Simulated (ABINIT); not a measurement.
# MgO2 (R-3m): a self-consistent loop beyond G0W0, cycle by cycle, part 2 of 2

How far does self-consistency move the gap of MgO2 (R-3m)?

ABINIT 10.8.3; LDA and many-body steps on it, plane waves. Known limits of the many-body steps: not at the basis limit; coarse k mesh.

So far. Step 10 (evGW, cycle 1): Against G0W0 in ABINIT (4×4×4 mesh, 48 bands, screening to 130.6 eV, Godby-Needs plasmon pole), the gap moves by +1.347 eV. Step 13 (evGW, cycle 2): Against the cycle before, the gap moves by +0.137 eV.

## 16. evGW, cycle 3

This step: evGW on LDA, plane waves, norm-conserving pseudopotentials.

The input, run.abi:

```
acell 3*1.0 Angstrom
rprim 
  1.604761016024 0.926509204586 3.493978874900
  -1.604761016024 0.926509204586 3.493978874900
  0.000000000000 -1.853018409173 3.493978874900
ntypat 2
znucl 12 8
natom 3
typat 1 2 2
xred 
  0.000000000000 0.000000000000 0.000000000000
  0.428786000000 0.428786000000 0.428786000000
  0.571214000000 0.571214000000 0.571214000000
pp_dirpath "pseudos"
pseudos "Mg.upf, O.upf"
ecut 38
ngkpt 4 4 4
nshiftk 1
shiftk 0 0 0
kptopt 1
chksymbreak 0
istwfk *1
occopt 1
irdwfk 1
optdriver 4
nband 48
gwcalctyp 10
ecutsigx 38
symsigma 1
nkptgw 13
kptgw 
  0.0000000000 0.0000000000 0.0000000000
  0.2500000000 0.0000000000 0.0000000000
  0.5000000000 0.0000000000 0.0000000000
  0.2500000000 0.2500000000 0.0000000000
  0.5000000000 0.2500000000 0.0000000000
  -0.2500000000 0.2500000000 0.0000000000
  0.5000000000 0.5000000000 0.0000000000
  0.2500000000 0.2500000000 0.2500000000
  0.5000000000 0.2500000000 0.2500000000
  -0.2500000000 0.2500000000 0.2500000000
  0.5000000000 0.5000000000 0.2500000000
  -0.2500000000 0.5000000000 0.2500000000
  0.5000000000 0.5000000000 0.5000000000
bdgw 
  7 19
  7 19
  7 19
  7 19
  7 19
  7 19
  7 19
  7 19
  7 19
  7 19
  7 19
  7 19
  7 19
ecuteps 4.8
irdscr 1
ppmodel 1
irdqps 1
indata_prefix "in"
outdata_prefix "out"
tmpdata_prefix "tmp"
```

The run is started by

```bash
$ OMP_NUM_THREADS=1 mpirun -n 8 abinit run.abi > log
```

Wall time 61 s (8 MPI ranks of Intel Xeon Platinum 8375C at 2.90GHz (Ice Lake), shared host); peak memory 3 GiB.

This step gave:

```
quasiparticle gap on the mesh                         : 6.524 eV
gap of the density functional on the mesh             : 2.137 eV
k of the valence top                                  : 0.5, 0.5, 0.5
k of the conduction bottom                            : 0.5, 0.5, 0.5
least direct quasiparticle gap on the computed points : 6.524 eV
```

Against the cycle before, the gap moves by +0.017 eV.

## 17. Screening, 4×4×4 mesh, 48 bands, screening to 130.6 eV

This step: RPA screening on LDA, plane waves, norm-conserving pseudopotentials.

The input, run.abi:

```
acell 3*1.0 Angstrom
rprim 
  1.604761016024 0.926509204586 3.493978874900
  -1.604761016024 0.926509204586 3.493978874900
  0.000000000000 -1.853018409173 3.493978874900
ntypat 2
znucl 12 8
natom 3
typat 1 2 2
xred 
  0.000000000000 0.000000000000 0.000000000000
  0.428786000000 0.428786000000 0.428786000000
  0.571214000000 0.571214000000 0.571214000000
pp_dirpath "pseudos"
pseudos "Mg.upf, O.upf"
ecut 38
ngkpt 4 4 4
nshiftk 1
shiftk 0 0 0
kptopt 1
chksymbreak 0
istwfk *1
occopt 1
irdwfk 1
optdriver 3
nband 48
ecuteps 4.8
inclvkb 2
awtr 1
symchi 1
gwcalctyp 10
mbpt_sciss 4.798 eV
nqptdm 1
qptdm 
  0 0 0
indata_prefix "in"
outdata_prefix "out"
tmpdata_prefix "tmp"
```

Wall time 6.6 s (8 MPI ranks); peak memory 1.1 GiB.

Numbers from this step:

| Property | Result |
| --- | --- |
| ε∞ with local fields, on this mesh, along the program's q direction | 2.615 |
| the same without local fields | 2.804 |
| plasma frequency | 31.20 eV |
| plane waves in the screening matrix | 97 |

This screening uses the functional's bands under a rigid shift, the mean opening of the cycle before.

## 18. Screening, 4×4×4 mesh, 48 bands, screening to 130.6 eV

This step: RPA screening on LDA from quasiparticle energies, plane waves, norm-conserving pseudopotentials.

run.abi, as its differences from that of step 17:

```diff
@@ -30,7 +30,18 @@
 symchi 1
+irdqps 1
 gwcalctyp 10
-mbpt_sciss 4.798 eV
-nqptdm 1
+nqptdm 12
 qptdm 
-  0 0 0
+  0.2500000000 0.0000000000 0.0000000000
+  0.5000000000 0.0000000000 0.0000000000
+  0.2500000000 0.2500000000 0.0000000000
+  0.5000000000 0.2500000000 0.0000000000
+  -0.2500000000 0.2500000000 0.0000000000
+  0.5000000000 0.5000000000 0.0000000000
+  0.2500000000 0.2500000000 0.2500000000
+  0.5000000000 0.2500000000 0.2500000000
+  -0.2500000000 0.2500000000 0.2500000000
+  0.5000000000 0.5000000000 0.2500000000
+  -0.2500000000 0.5000000000 0.2500000000
+  0.5000000000 0.5000000000 0.5000000000
 indata_prefix "in"
```

The input, mrgscr.stdin:

```
2
merged
q0_SCR
out_SCR
1
```

The run is started by

```bash
$ OMP_NUM_THREADS=1 mpirun -n 8 abinit run.abi > log; mrgscr < mrgscr.stdin
```

Run time: 20 s. Hardware: 8 MPI ranks; peak memory 1.1 GiB; 2.6 min of CPU time.

Numbers from this step:

```
plasma frequency                    : 31.20 eV
plane waves in the screening matrix : 97
```

This screening reads the quasiparticle levels of the cycle before.

## 19. evGW, cycle 4

This step: evGW on LDA, plane waves, norm-conserving pseudopotentials.

run.abi, as its differences from that of step 18:

```diff
@@ -24,12 +24,10 @@
 irdwfk 1
-optdriver 3
+optdriver 4
 nband 48
-ecuteps 4.8
-inclvkb 2
-awtr 1
-symchi 1
-irdqps 1
 gwcalctyp 10
-nqptdm 12
-qptdm 
+ecutsigx 38
+symsigma 1
+nkptgw 13
+kptgw 
+  0.0000000000 0.0000000000 0.0000000000
   0.2500000000 0.0000000000 0.0000000000
@@ -46,2 +44,20 @@
   0.5000000000 0.5000000000 0.5000000000
+bdgw 
+  7 19
+  7 19
+  7 19
+  7 19
+  7 19
+  7 19
+  7 19
+  7 19
+  7 19
+  7 19
+  7 19
+  7 19
+  7 19
+ecuteps 4.8
+irdscr 1
+ppmodel 1
+irdqps 1
 indata_prefix "in"
```

The run is started by

```bash
$ OMP_NUM_THREADS=1 mpirun -n 8 abinit run.abi > log
```

Elapsed: 1.8 min, on 8 MPI ranks; peak memory 3 GiB; 11 min of CPU time.

Numbers from this step:

```
quasiparticle gap on the mesh                         : 6.528 eV
gap of the density functional on the mesh             : 2.137 eV
k of the valence top                                  : 0.5, 0.5, 0.5
k of the conduction bottom                            : 0.5, 0.5, 0.5
least direct quasiparticle gap on the computed points : 6.528 eV
```

Against the cycle before, the gap moves by +0.004 eV.

## 20. The runs together

Times are wall times on 8 MPI ranks of Intel Xeon Platinum 8375C at 2.90GHz (Ice Lake), shared host, good to a factor of about two. A run's time includes the screening step that it read.

```
           run   mesh  bands  screening cutoff (eV)  DFT gap (eV)  gap on the mesh (eV)  direct (eV)  ε∞ used     time
          G0W0  4×4×4     48                  130.6         2.137                 5.023        5.023     3.54     37 s
evGW0, cycle 1  4×4×4     48                  130.6         2.137                 5.720        5.720     3.54     98 s
evGW0, cycle 2  4×4×4     48                  130.6         2.137                 5.519        5.519     3.54     80 s
evGW0, cycle 3  4×4×4     48                  130.6         2.137                 5.522        5.522     3.54     91 s
 evGW, cycle 1  4×4×4     48                  130.6         2.137                 6.370        6.370     2.75     80 s
 evGW, cycle 2  4×4×4     48                  130.6         2.137                 6.507        6.507     2.63     92 s
 evGW, cycle 3  4×4×4     48                  130.6         2.137                 6.524        6.524     2.62     80 s
 evGW, cycle 4  4×4×4     48                  130.6         2.137                 6.528        6.528     2.62  2.2 min
```

## 21. Results

- G0W0: 5.023 eV
- evGW0, cycle 1: 5.720 eV
- evGW0, cycle 2: 5.519 eV
- evGW0, cycle 3: 5.522 eV
- evGW, cycle 1: 6.370 eV
- evGW, cycle 2: 6.507 eV
- evGW, cycle 3: 6.524 eV
- evGW, cycle 4: 6.528 eV
- known limits: not at the basis limit; coarse k mesh

Only the bands that the input lists are updated; the others, empty or deep, keep the functional's energies or take a rigid shift. The evGW loop starts from the last levels of evGW0, so its cycles and time come on top of those. evGW0 ends at 5.52 eV, +0.50 eV from G0W0, after 3 cycles that took 3 min beside the first screening; the last moved the gap by 0.003 eV. evGW ends at 6.53 eV, +1.50 eV from G0W0, after 4 cycles that took 6.4 min beside the first screening; the last moved the gap by 0.004 eV. The first cycle of evGW0 takes the full correction, without the factor Z, so it overshoots the one-shot value. Bands and cutoff are finite, so the gap is not at the basis limit. The miss can reach some tenths of an eV and take either sign; the mesh is an error of its own. The 4×4×4 mesh is coarse for this cell, which bears on the long-range parts of exchange and screening. In the updated screening the q = 0 part is built from Kohn-Sham bands under a rigid shift, the other q from the quasiparticle levels.

[Paths, hosts, dates, memory and timing lines, banners, echoed tables and standing remarks are left out of the program output.]

[Logs are printed without paths, hosts, clocks, repeated set-up lines and the standing remarks that a program may print on its own settings, such as how far it seeks lower states.]

[Runs of the session that timed out or met a known fault of the program may be left out.]

[Hosts, paths, dates, database ids (printed as entryN), source tags and the programs' standing remarks are cut or masked in the printed files.]

[G0W0 gaps are taken among the corrected bands and points alone; a level outside them can change the order at an edge.]

[Where Ansatz stands beside ABINIT at settings called matched, ABINIT's density can come from a denser mesh and the files from another edition; pairs whose starting gaps differed by over 0.03 eV were left out, so agreement reads better than it is.]
